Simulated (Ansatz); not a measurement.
# Phonon transport in RaF2 (Fm-3m), part 2 of 3

Wanted: κ(T), lifetimes and mean free paths for RaF2.

Ansatz 0.2.0; DFT PBE, scalar-relativistic, plane waves, PseudoDojo norm-conserving pseudopotentials.

So far. Step 3 (The given cell once more, occupations Gaussian …): The static pressure at this volume is 1.7 GPa, so this functional's own equilibrium cell is larger. Step 4 (The given cell once more, occupations fixed): The static pressure at this volume is 1.7 GPa, so this functional's own equilibrium cell is larger.

The database entry behind the starting cell is an old determination (1936), so it need not match the best structure at ambient conditions.

## (5) Stability check by linear response

Third-order constants cost many supercell runs, so a linear-response run first checks that the crystal is harmonically stable.

Contents of input.yaml:

```yaml
crystal:
  lattice:
    - [0.0, 3.184, 3.184]
    - [3.184, 0.0, 3.184]
    - [3.184, 3.184, 0.0]
  atoms:
    - { symbol: Ra, position: [0.0, 0.0, 0.0] }
    - { symbol: F, position: [0.25, 0.25, 0.25] }
    - { symbol: F, position: [0.75, 0.75, 0.75] }
kpoints:
  mp_grid: { grid: [6, 6, 6] }
hamiltonian:
  xc: pbe
  pseudopotentials: { kind: nc, accuracy: standard }
scf:
  occupations: { method: fixed }
  lower_state_search: "off"
output:
  eigenvalues: true
phonons:
  method: dfpt
  dielectric: true
  rigid_motions: translations
  qmesh: [3, 3, 3]
  temperatures: { t_max: 400, t_step: 50 }
  qpath:
    path:
      - [[0.0, 0.0, 0.0], [0.5, 0.0, 0.5], [0.5, 0.25, 0.75], [0.375, 0.375, 0.75], [0.0, 0.0, 0.0], [0.5, 0.5, 0.5], [0.625, 0.25, 0.625], [0.5, 0.25, 0.75], [0.5, 0.5, 0.5], [0.375, 0.375, 0.75]]
      - [[0.625, 0.25, 0.625], [0.5, 0.0, 0.5]]
    npoints: 10
```

Launch:

```bash
$ ansatz run input.yaml --threads 18 --pin off --max-ram 92160MiB --backend cuda --events-out ev --progress --plain --runs-dir out
```

Numbers of over 12 decimals in the logs are rounded to 6 here.

Log:

```text
Warning: phonons: the dynamical matrix that this run interpolates holds no multipole term above the dipole-dipole one, and a site of this crystal is no centre of inversion, so its interpolated transverse optical and acoustic branches and sound speeds can stay off near Gamma, and the density of states and the thermodynamics with them. What a run solves at a wave vector of phonons.qpoints, Gamma apart, where the deck admits one, is free of this, and under fd what a larger phonons.supercell samples
[...]
Crystal: 3 atoms, lattice volume = 64.558 Å³
Basis set: ecut = 1142.878222 eV, 5769 PW (Γ), exchange–correlation on 100×100×100 points (8 copies of the dense FFT grid, shifted against one another)
Bands: 21, of which v1, the nominal top of the filled ones, is band 17 counted from 1 (16 counted from 0)
Symmetry: 48 space group operations
k-points: 46 of 216 (irreducible under 4 space group operations, time reversal used)
[...]
SCF iter   1: F=—  HF=-5211.537923 eV  |F-HF|=—  |Δ(HF+E_count)|=         —  Δρ=2.16e-1  dr2=2.90e1  ethr=3.10e-3  ⟨swp⟩=12.8  Hψ=9084  notcnv=0  defer=112
[...]
SCF iter   6: F=—  HF=-5203.247612 eV  |F-HF|=—  |Δ(HF+E_count)|=   9.22e-4  Δρ=3.24e-4  dr2=2.22e-5  ethr=2.39e-6  ⟨swp⟩=4.9  Hψ=2655  notcnv=0  defer=89
[...]
SCF iter   9: F=—  HF=-5203.247661 eV  |F-HF|=—  |Δ(HF+E_count)|=   1.68e-8  Δρ=2.51e-6  dr2=1.92e-9  ethr=3.01e-10  ⟨swp⟩=2.5  Hψ=1681  notcnv=0  defer=83
[...]
SCF iter  11: F=-5203.247661 eV  HF=-5203.247661 eV  |F-HF|=0.00e0  |Δ(HF+E_count)|=  2.00e-11  Δρ=6.82e-8  dr2=1.56e-12  ethr=1.00e-12  ⟨swp⟩=31.5  Hψ=14903  notcnv=0
SCF 1 converged in 11 iterations: F = -5203.247661 eV  dr2 = 1.56e-12
[...]
NSCF: frozen V_eff on 1 k-points
[...]
DFPT response loops at Γ: preconditioner auto → none (the input reference at scf.mixing.eps_inf says where Resta's filter doesn't serve); β = 0.50; Broyden in place of MSR1
[...]
NSCF: frozen V_eff on 16 k-points, pencils in batches of 32, up to order 84
[...]
DFPT response loops at q = (0, 0, 0.333333) (fractional): preconditioner auto → none (the input reference at scf.mixing.eps_inf says where Resta's filter doesn't serve); β = 0.50; Anderson in place of MSR1
[...]
SCF converged after 11 iterations
Free energy (F): -5203.247661 eV
[...]
Internal energy: -5203.247661 eV  (E = F + TS)
E sigma→0 (E₀):  -5203.247661 eV
Fermi energy:    5.112083 eV
[...]
--- Band table (eV; the first three rows and the last of 46) ---
  k-point 0: bands = [... 13 lower, 3.6975, 4.9708, 4.9708, 4.9708, 11.2246, 14.9650, 14.9650, 17.0630]
  k-point 1: bands = [... 13 lower, 3.9817, 4.7815, 4.9639, 4.9639, 11.8901, 14.8653, 14.8653, 16.6510]
  k-point 2: bands = [... 13 lower, 4.4304, 4.6061, 4.9803, 4.9803, 13.1961, 14.7652, 14.7652, 15.5293]
  k-point 45: bands = [... 13 lower, 4.5458, 4.8061, 4.9443, 5.0040, 12.8857, 15.0650, 15.3256, 15.6918]
--- Phonons (Γ-DFPT): 2 representative perturbations + reference, on 46 of 216 k-points (Σ response iterations 13) ---
  k mesh reduced under 4 symmetry operations, with k and −k counted as one. Each operation leaves every solved perturbation unchanged. A smaller set is not considered because the run solves the response to a homogeneous field
  ASR residual: 2.016e-3 → 0.000e0 eV/Å²; symmetrization residual: 3.805e-5 eV/Å²
  ASR residual per site (eV/Å²): 2.02e-3 8.27e-6 8.27e-6
  Γ frequencies (cm⁻¹): 0.00 0.00 0.00 166.95 166.95 166.95 229.03 229.03 229.03
  ε∞ (high-frequency dielectric tensor):
        2.382732    -0.000000    -0.000000
        0.000000     2.382732     0.000000
       -0.000000    -0.000000     2.382732
  ε⁰ (static dielectric tensor: ions relaxed, cell fixed):
        8.215248    -0.000000    -0.000000
       -0.000000     8.215248    -0.000000
       -0.000000    -0.000000     8.215248
  ε⁰ − ε∞ (ionic part):
        5.832516    -0.000000    -0.000000
       -0.000000     5.832516    -0.000000
       -0.000000    -0.000000     5.832516
  softest optical mode at Γ: 166.95 cm⁻¹; the repairs (sum rule, projections) moved no ω² at Γ by more than (2.71 cm⁻¹)²
  Born effective charges Z* (e; rows j = field, columns β = displacement):
    site 0:
         2.63394   -0.00000    0.00000
         0.00000    2.63394    0.00000
         0.00000    0.00000    2.63394
    site 1:
        -1.31697    0.00000   -0.00000
        -0.00000   -1.31697   -0.00000
         0.00000    0.00000   -1.31697
    site 2:
        -1.31697    0.00000   -0.00000
        -0.00000   -1.31697   -0.00000
         0.00000    0.00000   -1.31697
  Z* charge neutrality: 1.254e-4 e pre-enforcement
  k-mesh period / interband length: 27.0 Å / 1.02 Å = 26.38 at k = (0.0000, 0.0000, 0.0000), direct gap 6.254 eV — 14 or more, which is no proof of convergence
  optical modes at Γ without the LO–TO term, one row a degenerate level:
      ω (cm⁻¹)  modes    IR ((D/Å)²/amu)
        166.95      3            14.7615
        229.03      3             0.0000
  optical modes at Γ + LO–TO along q̂ = [1.0000, 0.0000, 0.0000]:
      ω (cm⁻¹)  modes    IR ((D/Å)²/amu)
        166.95      2             9.8410
        229.03      3             0.0000
        309.99      1             4.9205
  optical modes at Γ + LO–TO along q̂ = [0.0000, 1.0000, 0.0000]:
      ω (cm⁻¹)  modes    IR ((D/Å)²/amu)
        166.95      2             9.8410
        229.03      3             0.0000
        309.99      1             4.9205
  optical modes at Γ + LO–TO along q̂ = [0.0000, 0.0000, 1.0000]:
      ω (cm⁻¹)  modes    IR ((D/Å)²/amu)
        166.95      2             9.8410
        229.03      3             0.0000
        309.99      1             4.9205
--- Phonons (arbitrary-q DFPT): 4 irreducible q on the 3×3×3 mesh ---
  q = [0.0000, 0.0000, 0.0000] (star 1, of the zone-centre solve; hermiticity 2.28e-5, symmetrization 2.22e-9): -0.00 -0.00 0.00 166.95 166.95 166.95 229.03 229.03 229.03
  q = [0.0000, 0.0000, 0.3333] (star 8, 2 solved perturbations in 232 linear systems a pass and spin channel, the states on 56 of 216 k-point pairs; hermiticity 7.52e-10, symmetrization 1.22e-12): 43.13 43.13 95.92 177.67 177.67 207.82 215.01 215.01 286.07
[...]
sum rule: each row above includes the acoustic sum rule's correction from the zone centre's row sums; it moved no ω² by more than (1.56 cm⁻¹)²
  mesh force constants: q→R imaginary residual 0.00e0; ASR residual 2.016e-3 → 0.000e0 eV/Å²; symmetrization residual 1.332e-15 eV/Å²
  interpolated dispersion: 103 rows × 9 modes
  density of states and harmonic sums: on the 18×18×18 q-mesh, interpolated from the force constants of a 3×3×3 supercell (with the dipole–dipole term)
  largest difference from the sums on the solved wave vectors: F 8.52e-3 eV, S 3.10e-5 and C_V 9.31e-6 eV/K
  zero-point energy: 0.090914 eV/cell   skipped modes (ω ≤ 0): 3   left out of the sums: 5.72e-5 of the cell's modes: C_V's classical limit lies that fraction below 3 k_B per atom; for a crystal, a wire or a layer, F and S can be off by more, and a phonons.interpolated_qmesh denser along its periods is the remedy for the sampling
```

It took 6.1 s on 1 × NVIDIA GB200 with 18 threads of Arm Neoverse V2, shared host; peak memory 2 GiB; 35 s of CPU time.

Numbers from this step:

| Property | Result |
| --- | --- |
| lowest frequency on the path | 0 cm⁻¹ |
| zero-point energy | 0.09091 eV/cell |
| point group | m-3m |
| highest frequency | 310 cm⁻¹ |
| Debye temperature from the second moment | 333 K |

LO-TO term included. The phonon branches at the labelled points (cm⁻¹):

```tsv
point	branch 1	branch 2	branch 3	branch 4	branch 5	branch 6	branch 7	branch 8	branch 9
Γ	0	0	0	167	167	229	229	229	310
halfway	45	45	82	167	167	194	223	223	305
X	72	72	119	144	170	170	207	207	306
halfway	72	80	113	147	166	176	203	216	299
W	72	97	97	153	161	190	190	226	290
halfway	69	91	104	152	165	184	198	223	292
K	66	89	106	151	169	179	204	218	293
halfway	41	51	84	165	184	204	210	229	290
Γ	0	0	0	167	167	229	229	229	310
halfway	35	35	75	174	174	218	220	220	293
L	50	50	115	179	179	190	212	212	282
halfway	56	71	109	168	177	181	208	222	283
U	66	89	106	151	169	179	204	218	293
halfway	69	91	104	152	165	184	198	223	292
W	72	97	97	153	161	190	190	226	290
halfway	58	75	108	166	171	185	204	224	284
L	50	50	115	179	179	190	212	212	282
halfway	56	71	109	168	177	181	208	222	283
K	66	89	106	151	169	179	204	218	293
jump to U	66	89	106	151	169	179	204	218	293
halfway	71	78	116	146	169	173	206	210	302
X	72	72	119	144	170	170	207	207	306
```

The phonon branches as a text plot (rows in cm⁻¹):

```
    304 |***********           *******                        ***
    291 |           ******* ***       **     ********       **
    278 |                  *            *****        *******
    265 |
    252 |
    239 |
    226 |*****       ***  ************      *** ******    ****
    213 |  *  *******   **   **       *******  *      ******  ***
    200 |   **    ***  *******         **    *****  **      ****
    187 |            ***  ****           ****** ********** **
    174 |     * *****   ***   ***   ************     ************
    161 |*******   *****  **********         ** ******      *
    149 |       **********                     ****          ****
    136 |
    123 |       ***                                             *
    110 |      *   **  ***              *********    ***********
     97 |     *      ***  ***          *         ****
     84 |    *      *   **   *               ****   *       ****
     71 |   *   ********** *  *       *     *  *******     *  ***
     58 |     **          ***  *     *     ****      *** *****
     45 |  * *              ***     *  ****            ***
     32 | ***                 ***    **
     19 |**                     ** **
      6 |*                       ***
         Γ       X    W  K        Γ      L     U  W     L   K|U X
```

Tetrahedra on 18 18 18, mean over bins of 5 cm⁻¹. Phonon density of states against wavenumber; read off at these points:

wavenumber (cm⁻¹), phonon density of states (1/cm⁻¹/cell) and a bar:
```
        2      0.000 
       12      0.001 
       18      0.003 #
       28      0.008 ##
       38      0.016 ####
       42      0.024 #####
       52      0.053 ############
       62      0.052 ############
       68      0.051 ############
       78      0.027 ######
       88      0.024 #####
       92      0.020 #####
      102      0.053 ############
      112      0.021 #####
      118      0.004 #
      128      0.000 
      138      0.000 
      142      0.000 
      152      0.021 #####
      162      0.046 ##########
      168      0.133 ##############################
      172      0.091 #####################
      178      0.082 ##################
      188      0.053 ############
      198      0.030 #######
      202      0.048 ###########
      212      0.060 #############
      222      0.102 #######################
      228      0.074 #################
      238      0.000 
      248      0.000 
      252      0.000 
      262      0.000 
      272      0.000 
      278      0.000 
      288      0.054 ############
      298      0.030 #######
      302      0.026 ######
      312      0.000
```

Lowest modes at the softest wavevector of the mesh; phase exp(i q.(R + tau)). Modes at q = (-0.333, -0.333, -0.333), with each element's share of the kinetic energy:

```tsv
mode	frequency (cm⁻¹)	Ra %	F %
1	43.1	91	9
2	43.1	91	9
3	95.9	94	6
4	177.7	8	92
5	177.7	8	92
6	207.8	0	100
```

Displacements in mode 2 (43.1 cm⁻¹), the largest set to 1, in the home cell (x, y, z of the real part, then of the imaginary part):
```
Ra1  1.00 -0.32 -0.68 -0.02  0.09 -0.07
F2  -0.29  0.15  0.14 -0.69  0.20  0.49
F3  -0.26  0.03  0.23  0.70 -0.25 -0.45
```

Displacements in mode 6 (207.8 cm⁻¹), the largest set to 1, in the home cell (x, y, z of the real part, then of the imaginary part):
```
Ra1 -0.03 -0.03 -0.03  0.00  0.00  0.00
F2  -0.91 -0.91 -0.91 -0.40 -0.40 -0.40
F3  -0.91 -0.91 -0.91  0.40  0.40  0.40
```

Born charge (rows field, columns displacement) (e), principal values of the symmetric part by kind of site:

```tsv
atom	atoms with these values	low	middle	high	mean
Ra1	1	2.63	2.63	2.63	2.63
F2	2	-1.32	-1.32	-1.32	-1.32
```

In full for F2:

```
-1.32  0.00  0.00
 0.00 -1.32  0.00
 0.00  0.00 -1.32
```

ε∞:

```
2.38 0.00 0.00
0.00 2.38 0.00
0.00 0.00 2.38
```

Transverse modes. Lines of the infrared spectrum (strongest = 100):

```tsv
position (cm⁻¹)	label	IR intensity ((D/A)^2/amu), degenerate modes summed, relative
167	T1u	100
229	T2g	0.0
```

Harmonic. Thermo, by row:

```tsv
T (K)	F_vib (meV/atom)	S (J/mol-atom/K)	C_V (J/mol-atom/K)
0	30.3	0	0
50	29.49	4.606	7.705
100	25.01	12.74	15.95
150	16.45	20.07	19.98
200	4.43	26.11	21.89
250	-10.44	31.12	22.91
300	-27.69	35.35	23.49
350	-46.98	39	23.86
400	-68.04	42.21	24.11
```

No mode is imaginary beyond numerical noise at the solved wavevectors.

(Continued in part 3 of 3.)

[Logs are printed without paths, hosts, clocks, repeated set-up lines and the standing remarks that a program may print on its own settings, such as how far it seeks lower states.]

[Hosts, paths, dates, database ids (printed as entryN), source tags and the programs' standing remarks are cut or masked in the printed files.]

[A step with changed settings may run another functional than the one named; its input shows which.]
